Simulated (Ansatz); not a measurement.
# TaSnO3 (Pm-3m): from the cell to its phonons, part 2 of 2

Task: relax TaSnO3 (Pm-3m), then find its harmonic phonons.

Ansatz 0.2.0; DFT PBEsol, scalar-relativistic, plane waves, PAW; PAW set soft_1.

So far. Step 4 (Relaxing to small forces for the phonons): The forces vanish by symmetry and the pressure is -0.008 GPa, within the tolerances set. The cell now holds 13.03 Å³/atom. Step 5 (Zone-centre response): Before it was imposed, the acoustic sum rule was missed by 7.6e-4 eV/Å². Small misses are needed for a sound result but don't prove that mesh and cutoff are converged. The lowest optical mode is imaginary, 33.4i cm⁻¹, so the energy falls along it. The relaxed cell has a = 4.024 Å (conventional setting).

## 6. Response at finite wavevector

Stability and thermal properties need the whole zone. Linear response on a 4×4×4 q mesh gives force constants as far as a supercell of that size would.

input.yaml reads:

```yaml
crystal:
  lattice:
    - [4.0241795564, 0.0, 0.0]
    - [0.0, 4.0241795564, 0.0]
    - [0.0, 0.0, 4.0241795564]
  atoms:
    - { symbol: Ta, position: [0.5, 0.5, 0.5] }
    - { symbol: Sn, position: [0.0, 0.0, 0.0] }
    - { symbol: O, position: [0.0, 0.5, 0.5] }
    - { symbol: O, position: [0.5, 0.0, 0.5] }
    - { symbol: O, position: [0.5, 0.5, 0.0] }
kpoints:
  mp_grid: { grid: [12, 12, 12] }
hamiltonian:
  xc: pbesol
  pseudopotentials: { kind: paw, azcp: { folder: soft_1 }, xc_functional: pbe }
scf:
  occupations: { method: methfessel_paxton, width: 0.2 }
output:
  eigenvalues: true
phonons:
  method: dfpt
  qmesh: [4, 4, 4]
  temperatures: { t_max: 1000, t_step: 50 }
  qpath:
    path:
      - [[0.0, 0.0, 0.0], [0.0, 0.5, 0.0], [0.5, 0.5, 0.0], [0.0, 0.0, 0.0], [0.5, 0.5, 0.5], [0.0, 0.5, 0.0]]
      - [[0.5, 0.5, 0.5], [0.5, 0.5, 0.0]]
    npoints: 10
```

On the command line:

```console
$ ansatz run input.yaml --threads 4 --pin off --max-ram 10240MiB --backend cpu --events-out ev --progress --plain --runs-dir out
```

Numbers of over 12 decimals in the logs are rounded to 6 here.

The program printed:

```text
[...]
Crystal: 5 atoms, lattice volume = 65.168 Å³
Basis set: ecut = 420 eV, 1309 PW (Γ), exchange–correlation on 54×54×54 points (8 copies of the dense FFT grid, shifted against one another)
Bands: 28, of which v1, the nominal top of the filled ones, is band 23 counted from 1 (22 counted from 0)
Symmetry: 48 space group operations
k-points: 84 of 1728
[...]
SCF iter   1: F=—  HF=-17442.426475 eV  |F-HF|=—  |Δ(HF+E_count)|=         —  Δρ=4.77e-2  dr2=1.34e0  ethr=3.10e-3  ⟨swp⟩=5.3  Hψ=9627  notcnv=0
[...]
SCF iter  11: F=-17442.229737 eV  HF=-17442.229737 eV  |F-HF|=3.64e-12  |Δ(HF+E_count)|=  1.09e-11  S|Δr|=    0.00e0  Δρ=3.73e-8  dr2=7.15e-13  ethr=1.00e-12  ⟨swp⟩=7.6  Hψ=10189  notcnv=0
SCF 1 converged in 11 iterations: F = -17442.229737 eV  dr2 = 7.15e-13
[...]
phonons: the bands overlap, so this run is a metal and interpolates without the dipole-dipole term. If the crystal is really an insulator or semiconductor, its LO-TO splitting is missing
NSCF: frozen V_eff on 84 k-points
[...]
DFPT response loops at q = (0, 0, 0) (fractional): preconditioner auto → Kerker (q_TF=auto, 2.565 Å⁻¹) (partly filled bands, converged f_vac=0.000); β = 1.00, the filter's whole step (`scf.mixing.beta` (0.50) is not read by the response loops under this deck's `scf.mixing.preconditioner`; to damp them name `kerker` or `kerker_dos`, under which they read `scf.mixing.beta`, and type it under 1.00, their step now; both keys bind the ground state too); Broyden in place of MSR1
[...]
SCF converged after 11 iterations
[...]
Free energy (F): -17442.229737 eV
[...]
Internal energy: -17442.220704 eV  (E = F + TS)
E sigma→0 (E₀):  -17442.227479 eV
Entropy (-TS):   -0.009033 eV (-1.807 meV/atom)
Fermi energy:    13.743095 eV
[...]
--- Band table (eV; the first three rows and the last of 84) ---
  k-point 0: bands = [... 19 lower, 9.3743, 9.3743, 9.3743, 12.9903, 12.9903, 12.9903, 17.1719, 17.1719, ... 1 higher]
  k-point 1: bands = [... 19 lower, 9.2000, 9.3470, 9.3470, 12.9959, 13.1845, 13.1845, 16.7157, 17.1210, ... 1 higher]
  k-point 2: bands = [... 19 lower, 9.0622, 9.3225, 9.3225, 13.0112, 13.6790, 13.6790, 15.8511, 16.9895, ... 1 higher]
  k-point 83: bands = [... 19 lower, 10.0415, 10.0415, 10.0415, 16.1275, 16.1275, 16.1275, 17.2395, 17.2395, ... 1 higher]
--- Phonons (Γ-DFPT): 4 representative perturbations + reference (Σ response iterations 12) ---
  ASR residual: 7.660e-4 → 0.000e0 eV/Å²; symmetrization residual: 5.323e-6 eV/Å²
  ASR residual per site (eV/Å²): 7.66e-4 2.52e-6 4.81e-4 4.81e-4 4.81e-4
[...]
--- Phonons (arbitrary-q DFPT): 10 irreducible q on the 4×4×4 mesh ---
  q = [0.0000, 0.0000, 0.0000] (star 1, of the zone-centre solve; hermiticity 5.95e-7, symmetrization 2.62e-12): -33.44 -33.44 -33.44 -0.00 -0.00 0.00 259.79 259.79 259.79 269.31 269.31 269.31 557.76 557.76 557.76
  q = [0.0000, 0.0000, 0.2500] (star 6, 9 solved perturbations in 4536 linear systems a pass and spin channel, the states on 588 of 1728 k-point pairs; hermiticity 4.10e-7, symmetrization 1.65e-13): -40.46 -40.46 -15.26 -15.26 28.67 128.07 210.02 210.02 245.99 245.99 246.82 259.59 525.56 525.56 594.04
[...]
q = [0.0000, 0.2500, -0.5000] (star 12, 15 solved perturbations on 588 of 1728 k-point pairs; hermiticity 2.40e-7, symmetrization 4.72e-10): -26.20 -14.83 59.71 66.17 101.13 145.85 180.30 188.34 206.97 253.89 262.58 323.37 497.20 589.15 683.07
[...]
sum rule: each row above includes the acoustic sum rule's correction from the zone centre's row sums; it moved no ω² by more than (2.86 cm⁻¹)²
  mesh force constants: q→R imaginary residual 1.45e-18; ASR residual 7.660e-4 → 0.000e0 eV/Å²; symmetrization residual 2.132e-14 eV/Å²
  interpolated dispersion: 62 rows × 15 modes
  density of states and harmonic sums: on the 16×16×16 q-mesh, interpolated from the force constants of a 4×4×4 supercell (no non-analytic term)
  largest difference from the sums on the solved wave vectors: F 9.77e-2 eV, S 1.29e-4 and C_V 3.11e-5 eV/K
  zero-point energy: 0.220243 eV/cell   skipped modes (ω ≤ 0): 270, of them read as no rigid motion or as one in doubt: 267 (1.561e0 modes/cell left out, lowest -55.98 cm⁻¹)   left out of the sums: 1.04e-1 of the cell's modes: C_V's classical limit lies that fraction below 3 k_B per atom; for a crystal, a wire or a layer, F and S can be off by more, and a phonons.interpolated_qmesh denser along its periods is the remedy for the sampling
```

Wall time 47 min (4 threads of Arm Neoverse V1, shared host); peak memory 6.1 GiB.

This step gave:

```yaml
sum_rule_residual_before_enforcement: 7.66e-4 eV/Å²
lowest_frequency_on_the_path: -57.08 cm⁻¹
highest_frequency_on_the_path_or_at_a_solved_wavevector: 787.1 cm⁻¹
lowest_mode_on_the_q_mesh_acoustic_modes_at_gamma_apart: -55.97 cm⁻¹
```

Frequencies (cm⁻¹) solved at each irreducible wavevector; negative means imaginary. Frequencies by wavevector, by row:

```
q in reciprocal lattice units  star  mode 1  mode 2  mode 3  mode 4  mode 13  mode 14  mode 15
                        0 0 0     1   -33.4   -33.4   -33.4       0    557.8    557.8    557.8
                     0 0 0.25     6   -40.5   -40.5   -15.3   -15.3    525.6    525.6      594
                     0 0 -0.5     3   -25.2   -25.2    62.3    62.3    518.3    518.3    657.6
                  0 0.25 0.25    12     -56   -18.9   -13.8      47    506.6    588.1    599.8
                  0 0.25 -0.5    12   -26.2   -14.8    59.7    66.2    497.2    589.1    683.1
                  0 -0.5 -0.5     3    -8.6    24.8    24.8    41.8    486.5    644.8    723.1
               0.25 0.25 0.25     8     9.4     9.4    36.9   116.2    594.9    594.9    611.6
               0.25 0.25 -0.5    12   -14.7      17    25.7    85.5    597.6    604.2    704.4
               0.25 -0.5 -0.5     6   -13.7   -13.3    23.3    23.3      613    658.8    748.4
               -0.5 -0.5 -0.5     1    24.8    24.8    24.8    36.4    672.1    672.1    787.1
```

Interpolated from a 4×4×4 q mesh. The phonon branches at the labelled points (cm⁻¹):

```
    point  branch 1  branch 2  branch 3  branch 4  branch 12  branch 13  branch 14  branch 15
        Γ       -33       -33       -33         0        269        558        558        558
  halfway       -40       -40       -15       -15        260        526        526        594
        X       -25       -25        62        62        319        518        518        658
  halfway       -26       -15        60        66        323        497        589        683
        M        -9        25        25        42        325        486        645        723
  halfway       -56       -19       -14        47        280        507        588        600
        Γ       -33       -33       -33         0        269        558        558        558
  halfway         9         9        37       116        299        595        595        612
        R        25        25        25        36        271        672        672        787
  halfway       -15        17        26        85        312        598        604        704
        X       -25       -25        62        62        319        518        518        658
jump to R        25        25        25        36        271        672        672        787
  halfway       -14       -13        23        23        296        613        659        748
        M        -9        25        25        42        325        486        645        723
```

Tetrahedra on a 16×16×16 mesh, mean over bins of 10 cm-1. Interpolated from a 4×4×4 q mesh. Table of phonon density of states by wavenumber; read off at these points:

```
wavenumber (cm⁻¹)  phonon density of states (1/cm⁻¹/cell)
              -55                                 0.00103
              -35                                  0.0328
              -25                                  0.0506
               -5                                  0.0193
               15                                  0.0401
               35                                  0.0291
               55                                  0.0305
               85                                  0.0247
              105                                  0.0335
              125                                 0.00884
              145                                  0.0294
              175                                  0.0262
              195                                   0.100
              215                                  0.0196
              245                                  0.0590
              265                                  0.0395
              275                                  0.0574
              285                                  0.0242
              305                                  0.0225
              335                                       0
              355                                       0
              375                                       0
              395                                       0
              425                                       0
              445                                       0
              465                                       0
              485                                  3.9e-4
              515                                  0.0194
              535                                  0.0163
              555                                  0.0139
              585                                  0.0130
              605                                  0.0136
              625                                  0.0140
              645                                  0.0145
              675                                 0.00806
              695                                 0.00684
              715                                 0.00612
              735                                 0.00288
              765                                 0.00129
              785                                  2.5e-4
```

The partial phonon density of states has structure finer than the step of the table below, so its rows give means over 20 cm⁻¹, whole bins alone (the curve runs from -67.1 to 818 cm⁻¹). Peaks (cm⁻¹: height): O 111.0: 0.0186, 194.5: 0.0404, 250.2: 0.0543, 311.4: 0.0221, 539.7: 0.0200, 573.1: 0.0205, 600.9: 0.0166; Sn -22.6: 0.0459, 16.4: 0.0318; Ta 111.0: 0.0145, 155.6: 0.0172, 194.5: 0.0377.

Phonopy on the run's constants, 15x15x15 mesh, Gaussian sigma 6.3 cm-1. Interpolated from a 4×4×4 q mesh. The partial phonon density of states by wavenumber; means over each step; values in 1/cm⁻¹/cell:

```
wavenumber (cm⁻¹)        O       Sn       Ta
              -40  0.00178   0.0199  0.00134
              -20  0.00160   0.0396  0.00167
                0  0.00176   0.0190   9.4e-4
               20  0.00368   0.0279  0.00347
               40  0.00585   0.0202  0.00635
               60  0.00861   0.0107  0.00902
               80   0.0113  0.00305   0.0112
              100   0.0154  0.00147   0.0118
              120   0.0131   5.1e-4  0.00960
              140   0.0104   7.0e-4   0.0104
              160   0.0152   9.0e-4   0.0148
              180   0.0237   8.2e-4   0.0218
              200   0.0315   9.6e-4   0.0239
              220   0.0154   2.3e-4  0.00330
              240   0.0322   4.1e-4  0.00361
              260   0.0448  0.00101  0.00507
              280   0.0323  0.00105  0.00388
              300   0.0166   3.1e-4  0.00244
              320   0.0158   1.7e-4  0.00248
              340  0.00103   6.9e-6   1.6e-4
              360   1.0e-7        0        0
              380        0        0        0
              400        0        0        0
              420        0        0        0
              440        0        0        0
              460   6.1e-6        0        0
              480   1.0e-3        0   5.0e-5
              500  0.00882        0   4.0e-4
              520   0.0157        0   6.0e-4
              540   0.0174        0   5.3e-4
              560   0.0119        0   2.6e-4
              580   0.0140        0   2.5e-4
              600   0.0137        0   1.2e-4
              620   0.0136        0   9.0e-5
              640   0.0145        0   4.5e-5
              660   0.0121        0   2.0e-5
              680  0.00814        0   1.0e-5
              700  0.00655        0   1.0e-5
              720  0.00523        0   2.5e-6
              740  0.00270        0        0
              760  0.00153        0        0
              780   6.7e-4        0        0
              800   3.6e-5        0        0
```

Symmetry leaves 10 wavevectors to solve. The lowest mode among them, the acoustic zeros apart, lies at q = (0, 0.25, 0.25) and is imaginary, 56.0i cm⁻¹, so the energy falls along it.

## 7. Isotope substitution, element O, natural mass 15.999 amu

An isotope changes the mass and not the force constants, so no new electronic calculation is needed; the shifts show which modes move this element.

The same force constants with the mass of O changed from 15.999 to 17.999 u (phonopy, no LO-TO term). Both lists are sorted by frequency; levels can cross, so a row need not hold one and the same mode. Modes under 3 cm⁻¹ are left out. Isotope shifts, by row, the first 40 of 57 rows:

```
       q  rank  natural mass (cm⁻¹)  changed mass (cm⁻¹)
   0 0 0     1               -33.44                -33.1
   0 0 0     2               -33.44                -33.1
   0 0 0     3               -33.44                -33.1
   0 0 0     7                259.8                249.1
   0 0 0     8                259.8                249.1
   0 0 0     9                259.8                249.1
   0 0 0    10                269.3                253.9
   0 0 0    11                269.3                253.9
   0 0 0    12                269.3                253.9
   0 0 0    13                557.8                526.9
   0 0 0    14                557.8                526.9
   0 0 0    15                557.8                526.9
0 0 0.25     1               -40.46               -40.07
0 0 0.25     2               -40.46               -40.07
0 0 0.25     3               -15.26                -15.1
0 0 0.25     4               -15.26                -15.1
0 0 0.25     5                28.67                 28.6
0 0 0.25     6                128.1                125.8
0 0 0.25     7                  210                  200
0 0 0.25     8                  210                  200
0 0 0.25     9                  246                232.7
0 0 0.25    10                  246                233.6
0 0 0.25    11                246.8                233.6
0 0 0.25    12                259.6                249.7
0 0 0.25    13                525.6                496.7
0 0 0.25    14                525.6                496.7
0 0 0.25    15                  594                560.2
0 0 -0.5     1               -25.19               -25.17
0 0 -0.5     2               -25.19               -25.17
0 0 -0.5     3                62.31                 61.7
0 0 -0.5     4                62.31                 61.7
0 0 -0.5     5                90.03                90.03
0 0 -0.5     6                173.7                170.5
0 0 -0.5     7                198.4                187.2
0 0 -0.5     8                198.4                187.2
0 0 -0.5     9                249.7                235.4
0 0 -0.5    10                258.2                245.2
0 0 -0.5    11                258.2                245.2
0 0 -0.5    12                318.8                306.3
0 0 -0.5    13                518.3                  490
```

A mode of this element alone would shift by -5.72 %. The highest zone-centre frequency without the field goes from 557.8 to 526.9 cm⁻¹ (-5.5 %).

## 8. Isotope substitution, element Sn, natural mass 118.71 amu

The same for Sn, from 118.71 to 123.91 u.

A mode of this element alone would shift by -2.12 %. The highest zone-centre frequency without the field goes from 557.8 to 557.8 cm⁻¹ (+0.0 %).

## 9. Outcome

```yaml
space_group_after_relaxation_within_0p01_a: Pm-3m
volume_per_atom: 13.0 Å³
electronic_character: no gap on this mesh
highest_optical_mode_at_the_zone_centre_no_lo_to_term: 558 cm⁻¹
lowest_optical_zone_centre_mode: -33.4 cm⁻¹
lowest_mode_on_the_q_mesh_acoustic_modes_at_gamma_apart: -56.0 cm⁻¹
highest_frequency_on_the_path_or_at_a_solved_wavevector: 787 cm⁻¹
imaginary_modes_on_the_4x4x4_q_mesh: yes
```

Modes are clearly imaginary (beyond 10i cm⁻¹) at 7 of the 10 irreducible wavevectors, most at q = (0, 0.25, 0.25) (56.0i cm⁻¹), so this structure is not a minimum of the energy. The optical modes at Γ span -33 to 558 cm⁻¹ (negative means imaginary). The highest mode in this list at Γ, 557.8 cm⁻¹, is mostly motion of O (97 % of the kinetic energy). With no gap, or one that is small against the smearing, the frequencies hang on the k mesh and the smearing, most of all near Kohn anomalies. The phonon runs are without spin polarisation, although the cell has an odd electron count. Spin-orbit coupling is left out, which can matter for the heavy elements here. The PAW files were made for PBE and serve the other functionals too. These are harmonic frequencies at zero temperature: anharmonic shifts, linewidths and thermal expansion are left out.

[Logs are printed without paths, hosts, clocks, repeated set-up lines and the standing remarks that a program may print on its own settings, such as how far it seeks lower states.]

[Hosts, paths, dates, database ids (printed as entryN), source tags and the programs' standing remarks are cut or masked in the printed files.]
